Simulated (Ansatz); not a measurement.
# O on Ta(110): change of the work function, part 3 of 3

How does O on the hollow site change the work function of Ta(110) as the layer fills?

Ansatz 0.2.0; plane-wave DFT, PBE, Ansatz PAW.

So far, work function, upper face (eV): step 2 (the clean slab) 4.77; step 3 (17 atoms, coverage 0.25 ML, cell 2x2) 4.46.

### Step 4. Adsorbate added, k-mesh 12×12×1, coverage 1 ML

System of this step: Ta4O (O/Ta(110)). The cell holds 5 atoms: 4 Ta and 1 O. Cell: a = 2.867 Å, b = 2.867 Å, c = 26.770 Å, α = 90.0°, β = 90.0°, γ = 70.5°. Vacuum lies along c.

Another coverage, to see how the dipoles act on each other as their distance changes.

input.yaml

```yaml
crystal:
  lattice:
    - [2.3405234457, -1.655, 0.0]
    - [2.3405234457, 1.655, 0.0]
    - [0.0, 0.0, 26.7701153285]
  atoms:
    - { symbol: Ta, position: [0.0, 0.0, 0.3361957873] }
    - { symbol: Ta, position: [0.5, 0.5, 0.4236262454] }
    - { symbol: Ta, position: [0.0, 0.0, 0.5111462895] }
    - { symbol: Ta, position: [0.5, 0.5, 0.595171029] }
    - { symbol: O, position: [0.84, 0.84, 0.6638042127] }
kpoints:
  mp_grid: { grid: [12, 12, 1] }
hamiltonian:
  xc: pbe
scf:
  occupations: { method: fermi_dirac, width: 0.1 }
  convergence: { dr2_threshold: 1.0e-08 }
efield:
  axis: 3
  dipole_correction: true
  ramp_position: 0.97
  ramp_width: 0.06
relax:
  f_tol: 0.02
  max_steps: 60
  constraints: [{ sites: [0, 1] }]
output:
  write_potential: true
  write_density: true
  volumetric_format: npy
```

Command:

```
ansatz run input.yaml --threads 4 --pin off --max-ram 6144MiB --backend cpu --events-out ev --progress --plain --runs-dir out
```

Numbers of over 12 decimals in the logs are rounded to 6 here.

Log:

```text
[...]
Crystal: 5 atoms, lattice volume = 207.392 Å³
Basis set: ecut = 420 eV, 4067 PW (Γ), exchange–correlation on 40×40×360 points (8 copies of the dense FFT grid, shifted against one another)
Bands: 35, of which v1, the nominal top of the filled ones, is band 29 counted from 1 (28 counted from 0)
Symmetry: 2 space group operations
[...]
k-points: 43 of 144 (time reversal used)
[...]
SCF iter   1: F=—  HF=-40293.356606 eV  |F-HF|=—  |Δ(HF+E_count)|=         —  Δρ=1.30e-2  dr2=1.47e1  ethr=1.77e-3  p=-0.170 e·Å  D=-1.48e-1 V/Å  ΔV_dip=3.97 eV  dr2_dipole=6.92e0  V_vac-E_F(+/−)=9.29/5.32 eV  ⟨swp⟩=8.7  Hψ=7915  notcnv=0
[...]
SCF iter   9: F=-40293.190634 eV  HF=-40293.190634 eV  |F-HF|=4.26e-9  |Δ(HF+E_count)|=   4.78e-8  Δρ=4.71e-7  dr2=3.96e-10  ethr=1.72e-11  p=-0.180 e·Å  D=-1.57e-1 V/Å  ΔV_dip=4.21 eV  dr2_dipole=4.07e-12  V_vac-E_F(+/−)=9.00/4.79 eV  ⟨swp⟩=11.2  Hψ=11431  notcnv=0
SCF 1 converged in 9 iterations: F = -40293.190634 eV  dr2 = 3.96e-10
[...]
relax step   1: F+E_penalty+E_count = -40293.19063370 eV  Δ(F+E_penalty+E_count) = +0.000e0 eV  max|allowed force component| = 5.851e0 eV/Å  Δτ_max = 0.0000 Å  (9 SCF iters, accepted)
[...]
SCF iter   1: F=—  HF=-40295.417551 eV  |F-HF|=—  |Δ(HF+E_count)|=         —  Δρ=2.24e-2  dr2=2.26e0  ethr=3.10e-3  p=-0.180 e·Å  D=-1.57e-1 V/Å  ΔV_dip=4.21 eV  dr2_dipole=6.51e-2  V_vac-E_F(+/−)=8.93/4.72 eV  ⟨swp⟩=7.1  Hψ=5128  notcnv=0
[...]
SCF iter   9: F=-40295.218634 eV  HF=-40295.218634 eV  |F-HF|=1.40e-8  |Δ(HF+E_count)|=   7.33e-8  Δρ=7.44e-7  dr2=1.66e-9  ethr=1.72e-11  p=-0.142 e·Å  D=-1.24e-1 V/Å  ΔV_dip=3.32 eV  dr2_dipole=1.58e-10  V_vac-E_F(+/−)=8.11/4.79 eV  ⟨swp⟩=11.4  Hψ=11968  notcnv=0
SCF 2 converged in 9 iterations: F = -40295.218634 eV  dr2 = 1.66e-9
[...]
relax step   2: F+E_penalty+E_count = -40295.21863387 eV  Δ(F+E_penalty+E_count) = -2.028e0 eV  max|allowed force component| = 4.479e0 eV/Å  Δτ_max = 0.1950 Å  (9 SCF iters, accepted)
SCF iter   1: F=—  HF=-40296.152795 eV  |F-HF|=—  |Δ(HF+E_count)|=         —  Δρ=1.42e-2  dr2=6.67e0  ethr=3.10e-3  p=-0.142 e·Å  D=-1.24e-1 V/Å  ΔV_dip=3.32 eV  dr2_dipole=3.47e0  V_vac-E_F(+/−)=7.95/4.63 eV  ⟨swp⟩=6.5  Hψ=4937  notcnv=0
[...]
SCF iter   9: F=-40295.922915 eV  HF=-40295.922915 eV  |F-HF|=4.94e-8  |Δ(HF+E_count)|=   1.32e-7  Δρ=1.21e-6  dr2=2.84e-9  ethr=1.72e-11  p=-0.049 e·Å  D=-4.28e-2 V/Å  ΔV_dip=1.15 eV  dr2_dipole=7.38e-10  V_vac-E_F(+/−)=5.93/4.78 eV  ⟨swp⟩=11.8  Hψ=12306  notcnv=0
SCF 3 converged in 9 iterations: F = -40295.922915 eV  dr2 = 2.84e-9
[...]
relax step   3: F+E_penalty+E_count = -40295.92291513 eV  Δ(F+E_penalty+E_count) = -7.043e-1 eV  max|allowed force component| = 1.247e0 eV/Å  Δτ_max = 0.1949 Å  (9 SCF iters, accepted)
[...]
relax step   4: F+E_penalty+E_count = -40296.05415633 eV  Δ(F+E_penalty+E_count) = -1.312e-1 eV  max|allowed force component| = 7.630e-1 eV/Å  Δτ_max = 0.1947 Å  (9 SCF iters, accepted)
[...]
relax step   5: F+E_penalty+E_count = -40296.11857972 eV  Δ(F+E_penalty+E_count) = -6.442e-2 eV  max|allowed force component| = 3.853e-1 eV/Å  Δτ_max = 0.1940 Å  (9 SCF iters, accepted)
[...]
relax step   6: F+E_penalty+E_count = -40296.13408877 eV  Δ(F+E_penalty+E_count) = -1.551e-2 eV  max|allowed force component| = 3.426e-1 eV/Å  Δτ_max = 0.1133 Å  (8 SCF iters, accepted)
[...]
relax step   7: F+E_penalty+E_count = -40296.14235382 eV  Δ(F+E_penalty+E_count) = -8.265e-3 eV  max|allowed force component| = 1.801e-1 eV/Å  Δτ_max = 0.0949 Å  (8 SCF iters, accepted)
SCF iter   1: F=—  HF=-40296.148789 eV  |F-HF|=—  |Δ(HF+E_count)|=         —  Δρ=1.68e-3  dr2=1.84e-2  ethr=3.63e-4  p=-0.042 e·Å  D=-3.71e-2 V/Å  ΔV_dip=0.99 eV  dr2_dipole=7.89e-3  V_vac-E_F(+/−)=5.79/4.80 eV  ⟨swp⟩=2.4  Hψ=3024  notcnv=0
[...]
SCF iter   7: F=-40296.147197 eV  HF=-40296.147197 eV  |F-HF|=2.66e-8  |Δ(HF+E_count)|=   9.62e-8  Δρ=1.14e-6  dr2=5.55e-9  ethr=1.72e-11  p=-0.038 e·Å  D=-3.30e-2 V/Å  ΔV_dip=0.88 eV  dr2_dipole=1.38e-9  V_vac-E_F(+/−)=5.69/4.80 eV  ⟨swp⟩=11.7  Hψ=12210  notcnv=0
SCF 8 converged in 7 iterations: F = -40296.147197 eV  dr2 = 5.55e-9
relax step   8: F+E_penalty+E_count = -40296.14719654 eV  Δ(F+E_penalty+E_count) = -4.843e-3 eV  max|allowed force component| = 1.986e-2 eV/Å  Δτ_max = 0.0280 Å  (7 SCF iters, accepted)
[...]
WARN: The input density's exchange-correlation potential varies sharply where the density is thin. Do not read a vacuum level from v_tot or v_xc, or from such a field of the output density. On a cell that repeats whose density bears no net charge and no dipole along the vacuum's axis use v_es (v_loc + v_h of the components); under efield.dipole_correction with no amplitude use v_es + v_field, which holds any external [...]
SCF converged after 7 iterations
Free energy (F): -40296.147197 eV
[...]
Internal energy: -40295.982778 eV  (E = F + TS)
E sigma→0 (E₀):  -40296.064987 eV
Entropy (-TS):   -0.164418 eV (-32.884 meV/atom)
Fermi energy:    3.638845 eV
Dipole field:    D = -0.033030 V/Å  (p = -0.037856 e·Å, saw-weighted, corrected)
Work function:   Φ+ = 5.6873 eV   Φ− = 4.8030 eV
[...]
--- Forces (eV/Å), atoms counted from 1 ---
  atom   1  Ta     0.01581932     0.00000000     0.40203130
  atom   2  Ta    -0.01523121     0.00000000    -0.40197569
  atom   3  Ta     0.00007033     0.00000000    -0.00655576
  atom   4  Ta    -0.00871708     0.00000000     0.01986207
  atom   5  O      0.00805116     0.00000000    -0.01333137
  max |Σ_I F_I| component: 3.06e-5 eV/Å
--- Band table (eV; the first three rows and the last of 43) ---
  k-point 0: bands = [... 25 lower, 2.7736, 3.2792, 3.4889, 4.0303, 4.0893, 4.3790, 4.8145, 4.9147, ... 2 higher]
  k-point 1: bands = [... 25 lower, 2.7772, 3.2099, 3.4619, 3.8619, 4.1015, 4.1632, 4.6861, 5.1686, ... 2 higher]
  k-point 2: bands = [... 25 lower, 2.7157, 2.9986, 3.3247, 3.5066, 3.6125, 4.1217, 4.8673, 5.6037, ... 2 higher]
  k-point 42: bands = [... 25 lower, 2.6904, 3.2328, 3.9666, 4.4039, 5.1492, 5.6640, 6.1888, 6.6451, ... 2 higher]
--- Relaxed structure (8 steps of the walk, 8 accepted, 0 SCFs on fresh bases) ---
  F+E_penalty+E_count = -40296.14719654 eV   max|allowed force component| = 1.986e-2 eV/Å
  atoms:
    - { symbol: Ta, position: [0.0, 0.0, 0.336196] }
    - { symbol: Ta, position: [0.5, 0.5, 0.423626] }
    - { symbol: Ta, position: [-0.014545, -0.014545, 0.511112] }
    - { symbol: Ta, position: [0.430765, 0.430765, 0.600040] }
    - { symbol: O, position: [0.809072, 0.809072, 0.640470] }
```

Run time: 69 s. Hardware: 4 threads of AMD EPYC 7R43, shared host; peak memory 0.65 GiB.

Relaxation path:

| step | energy less that of the first step (eV) | largest force component (eV/Å) |
| --- | --- | --- |
| 1 | 0.0000 | 5.8507 |
| 2 | -2.0280 | 4.4788 |
| 3 | -2.7323 | 1.2472 |
| 4 | -2.8635 | 0.7630 |
| 5 | -2.9279 | 0.3853 |
| 6 | -2.9435 | 0.3426 |
| 7 | -2.9517 | 0.1801 |
| 8 | -2.9566 | 0.0199 |

Forces are held to the 2 operations that the run works with; a distortion that breaks them can't arise in this run.

The atoms that moved most (Å):

| atom | dx | dy | dz | length |
| --- | --- | --- | --- | --- |
| O5 | -0.145 | 0.000 | -0.625 | 0.641 |
| Ta4 | -0.324 | 0.000 | 0.130 | 0.349 |
| Ta3 | -0.068 | 0.000 | -0.001 | 0.068 |

Final coordinates:

```xyz
5
Lattice="2.3405 -1.6550 0.0000 2.3405 1.6550 0.0000 0.0000 0.0000 26.7701" Properties=species:S:1:pos:R:3
Ta    0.0000    0.0000    9.0000
Ta    2.3405    0.0000   11.3405
Ta   -0.0681    0.0000   13.6825
Ta    2.0164    0.0000   16.0631
O     3.7873    0.0000   17.1455
```

This step gave:

* energy at zero smearing: -40296.0650 eV
* work function, upper face: 5.687 eV
* work function, lower face: 4.803 eV
* dipole along the normal: -0.03786 e·Å
* step between the vacuum levels: 0.8842 eV

Running mean over 2.341 Å of the planar mean; the ramp of the sawtooth is left out. Table of electron's electrostatic potential energy less the Fermi level by z:

z (Å), electron's electrostatic potential energy less the Fermi level (eV) and a bar from the least value:
```
      3.5        4.8 #############################
      4.0        4.8 #############################
      4.5        4.8 #############################
      5.0        4.8 #############################
      5.5        4.7 ############################
      6.0        4.6 ############################
      6.5        4.2 ############################
      7.0        3.0 ##########################
      7.5       -0.2 ####################
      8.0       -5.2 ############
      8.5       -8.9 ######
      9.0      -10.1 ####
      9.5      -10.2 ####
     10.0      -10.1 ####
     10.5      -10.0 ####
     11.0      -10.0 ####
     11.5      -10.0 ####
     12.0      -10.0 ####
     12.5      -10.0 ####
     13.0      -10.0 ####
     13.5      -10.0 ####
     14.0       -9.9 ####
     14.5       -9.8 ####
     15.0      -10.0 ####
     15.5      -10.6 ###
     16.0      -12.2 
     16.5      -12.5 
     17.0       -9.0 ######
     17.5       -3.6 ###############
     18.0        0.8 ######################
     18.5        4.0 ###########################
     19.0        5.4 ##############################
     19.5        5.6 ##############################
     20.0        5.7 ##############################
     20.5        5.7 ##############################
     21.0        5.7 ##############################
     21.5        5.7 ##############################
     22.0        5.7 ##############################
     22.5        5.7 ##############################
     23.0        5.7 ##############################
     23.5        5.7 ##############################
```

The relaxation took 8 steps and lowered the energy by 3.0 eV; the largest force on the free atoms ends at 0.020 eV/Å.

The covered face has 5.69 eV, +0.92 eV against the clean one; the bare back face has moved by -0.01 eV, a measure of how thin the slab is.

### Step 5. Work function against coverage

This step: plane-wave DFT, PBE, Ansatz PAW; work function against coverage (Ansatz 0.2.0).

The runs are now put side by side.

Numbers from this step:

- work function of the clean face: 4.767 eV
- largest change of the work function: 0.9204 eV

The work function of the covered face by coverage:

| coverage (adsorbates/nm²) | work function of the covered face (eV) |
| --- | --- |
| 0.00 | 4.77 |
| 3.23 | 4.46 |
| 12.91 | 5.69 |

The dipole per adsorbate comes from the change of the cell's dipole. Coverage, by row:

| coverage (1/nm²) | coverage (ML) | work function (eV) | change (eV) | dipole per adsorbate, positive end outwards (debye) | mean height of the added atoms over the highest substrate atom (Å) |
| --- | --- | --- | --- | --- | --- |
| 3.227 | 0.25 | 4.465 | -0.3019 | 0.222 | 1.112 |
| 12.91 | 1 | 5.687 | 0.9204 | -0.192 | 1.082 |

### Step 6. Results

* work function of the clean face: 4.77 eV
* work function at 0.25 ML: 4.46 eV
* work function at 1 ML: 5.69 eV
* dipole per adsorbate at 0.25 ML, positive end outwards: 0.22 D

What this shows: O lowers the work function of Ta(110) at the lowest coverage, by 0.30 eV: the adsorbate layer has its positive end outwards. The change reverses its sign between the lowest and the highest coverage, while the adsorbate's height goes from 1.1 to 1.1 Å. An electronegative adsorbate that lowers the work function shows that charge transfer alone doesn't fix the sign: the pushed-back electron tail of the metal and the adsorbate's own polarisation count too. The slab has 4 layers, at the tabulated experimental lattice constant, one starting site was run, and quantum-size effects of a slab this thin can reach one or two tenths of an eV.

[Logs are printed without paths, hosts, clocks, repeated set-up lines and the standing remarks that a program may print on its own settings, such as how far it seeks lower states.]

[Hosts, paths, dates, database ids (printed as entryN), source tags and the programs' standing remarks are cut or masked in the printed files.]

[Maps of the electrostatic potential energy from Ansatz leave out the sawtooth potential of an applied field or a dipole correction, so their vacuum need not be flat; planar profiles and work functions include it.]
